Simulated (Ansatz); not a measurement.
# ReSe (built on the sites of a database entry of MnS): Grüneisen parameters, part 2 of 2

Aim: how the phonons of ReSe (built on the sites of a database entry of MnS) shift with volume, and the thermal expansion that follows.

Ansatz 0.2.0; DFT r2SCAN, scalar-relativistic, plane waves, PAW.

So far, highest frequency on the path or at a solved wavevector (cm⁻¹): step 2 (response at finite wavevector) 288; step 4 (phonons at the other volume, volume ratio 0.97) 303.

The structure was built from a prototype and need not be the compound's stable phase.

### Step 6. Phonons at the other volume, volume ratio 1.03

The phonons are repeated at this volume on the same k and q meshes.

input.yaml reads:

```yaml
crystal:
  lattice:
    - [0.0, 2.7830355538, 2.7830355538]
    - [2.7830355538, 0.0, 2.7830355538]
    - [2.7830355538, 2.7830355538, 0.0]
  atoms:
    - { symbol: Re, position: [0.0, 0.0, 0.0] }
    - { symbol: Se, position: [0.25, 0.25, 0.25] }
kpoints:
  mp_grid: { grid: [12, 12, 12] }
hamiltonian:
  xc: r2scan
scf:
  occupations: { method: methfessel_paxton, width: 0.15 }
output:
  eigenvalues: true
phonons:
  method: dfpt
  qmesh: [2, 2, 2]
  temperatures: { t_max: 1000, t_step: 50 }
  qpath:
    path:
      - [[0.0, 0.0, 0.0], [-0.5, -0.5, 0.0], [-0.375, -0.375, 0.25]]
      - [[-0.375, 0.0, 0.375], [0.0, 0.0, 0.0], [0.0, 0.0, 0.5], [-0.5, -0.25, 0.25], [-0.5, -0.5, 0.0]]
    npoints: 10
```

On the command line:

```bash
ansatz run input.yaml --threads 4 --pin off --max-ram 7168MiB --backend cpu --events-out ev --progress --plain --runs-dir out
```

Numbers of over 12 decimals in the logs are rounded to 6 here.

What it wrote:

```text
[...]
Crystal: 2 atoms, lattice volume = 43.111 Å³
Basis set: ecut = 500 eV, 1067 PW (Γ), exchange–correlation on 150×150×150 points (125 copies of the dense FFT grid, shifted against one another)
Bands: 20, of which v1, the nominal top of the filled ones, is band 16 counted from 1 (15 counted from 0)
Symmetry: 24 space group operations
k-points: 280 of 1728 (irreducible under 4 space group operations, time reversal used)
[...]
k-point 279: bands = [... 12 lower, 8.4793, 10.9712, 11.8065, 12.5825, 13.9224, 15.0353, 20.7136, 20.7696]
[...]
ASR residual: 3.837e-5 → 0.000e0 eV/Å²; symmetrization residual: 6.681e-6 eV/Å²
  ASR residual per site (eV/Å²): 1.90e-5 3.84e-5
  Γ frequencies (cm⁻¹): 0.00 0.00 0.00 274.44 274.44 274.44
--- Phonons (arbitrary-q DFPT): 3 irreducible q on the 2×2×2 mesh ---
[...]
interpolated dispersion: 62 rows × 6 modes
[...]
[key lines of the parts left out:]
SCF converged after 10 iterations
Free energy (F): -16357.366568 eV
Fermi energy:    12.793170 eV
```

Elapsed: 4.8 min, on 4 threads of Arm Neoverse V2, shared host; peak memory 2.1 GiB; 19 min of CPU time.

This step gave:

| Property | Result |
| --- | --- |
| sum-rule residual before enforcement | 3.84e-5 eV/Å² |
| lowest frequency on the path | 0 cm⁻¹ |
| highest frequency on the path or at a solved wavevector | 274.4 cm⁻¹ |
| mean frequency | 161.9 cm⁻¹ |
| Debye temperature (second moment) | 351 K |
| logarithmic mean frequency | 121.3 cm⁻¹ |
| highest optical mode at the zone centre (no LO-TO term) | 274.4 cm⁻¹ |
| lowest optical zone-centre mode | 274.4 cm⁻¹ |
| lowest mode on the q mesh (acoustic modes at Γ apart) | 30.83 cm⁻¹ |
| zero-point energy per atom | 30.11 meV |
| heat capacity at 300 K | 23.35 J/(mol atoms K) |
| vibrational entropy at 300 K | 39.29 J/(mol atoms K) |
| edges of the widest gap between branches, on path and mesh | 146.4, 226.8 cm⁻¹ |

The highest optical mode at the zone centre (no LO-TO term) is 274.4 cm⁻¹, -13.7 cm⁻¹ against the base run.

### Step 7. Grüneisen parameters

The Grüneisen parameter of a mode is minus the logarithmic change of its frequency with volume, −d ln ω / d ln V; weighted by heat capacity it gives the expansion.

This step gave:

```yaml
bulk_modulus: 150.3 GPa
```

The phonon branches at the labelled points (cm⁻¹):

```csv
point,branch 1,branch 2,branch 3,branch 4,branch 5,branch 6
Γ,0,0,0,288,288,288
halfway,25,25,102,276,276,276
X,38,38,154,257,263,263
halfway,37,46,154,249,264,269
U,33,58,152,242,266,274
jump to K,33,58,152,242,266,274
halfway,15,37,104,267,280,280
Γ,0,0,0,288,288,288
halfway,14,14,90,275,282,282
L,21,21,134,258,276,276
halfway,27,54,142,247,270,277
W,34,64,154,238,264,276
halfway,36,52,154,245,263,272
X,38,38,154,257,263,263
```

The same for volume x 0.97:

```
point  branch 1  branch 2  branch 3  branch 4  branch 5  branch 6
    Γ         0         0         0       303       303       303
    X        16        16       162       269       279       279
    U         9        47       159       254       282       290
    K         9        47       159       254       282       290
    Γ         0         0         0       303       303       303
    L       -13       -13       138       272       291       291
    W       -12        56       162       250       280       292
    X        16        16       162       269       279       279
```

The same for volume x 1.03:

```
point  branch 1  branch 2  branch 3  branch 4  branch 5  branch 6
    Γ         0         0         0       274       274       274
    X        50        50       146       245       247       247
    U        44        66       144       230       251       258
    K        44        66       144       230       251       258
    Γ         0         0         0       274       274       274
    L        31        31       131       245       261       261
    W        48        70       146       227       248       261
    X        50        50       146       245       247       247
```

The first set of phonon branches as a text plot (rows in cm⁻¹):

```
    296 |
    283 |******             ********************     ****
    270 |      ****** ********* **          *** *****************
    257 |         *****      ***               ******         ***
    243 |              ******                        **********
    230 |
    217 |
    204 |
    191 |
    178 |
    165 |
    151 |           ********                           **********
    138 |        ***        *                   *******
    125 |                    ***               *
    112 |       *                             *
     99 |      *                *            *
     86 |    **                  *          *
     72 |                         **       *
     59 |   *            ******           *           ********
     46 |  *          ***      *    *                *        **
     33 |       *************   **       *         ** ***********
     20 | * ****             **** ** *  *   **********
      7 | **                     *****  ****
     -6 |*                            **
         Γ           X  U|K            Γ         L        W     X
```

### Step 8. Summary of results

| Item | Value |
| --- | --- |
| bulk modulus | 150 GPa |

**Reading.** No expansion is given, because modes are imaginary at one volume or more. The highest optical mode at Γ goes from 303 to 274 cm⁻¹ as the cell grows, a Grüneisen parameter of 1.63. Branches are matched by rank, so values near crossings are rough. The q mesh stands for a supercell only 7.8 Å across, so branches between the solved wavevectors are rough. With no gap, or one that is small against the smearing, the frequencies hang on the k mesh and the smearing, most of all near Kohn anomalies. The phonon runs are without spin polarisation, although the cell has an odd electron count. Spin-orbit coupling is left out, which can matter for the heavy elements here. The starting cell was built on a prototype and not taken from a measurement, so the phase need not exist.

[Logs are printed without paths, hosts, clocks, repeated set-up lines and the standing remarks that a program may print on its own settings, such as how far it seeks lower states.]

[Hosts, paths, dates, database ids (printed as entryN), source tags and the programs' standing remarks are cut or masked in the printed files.]
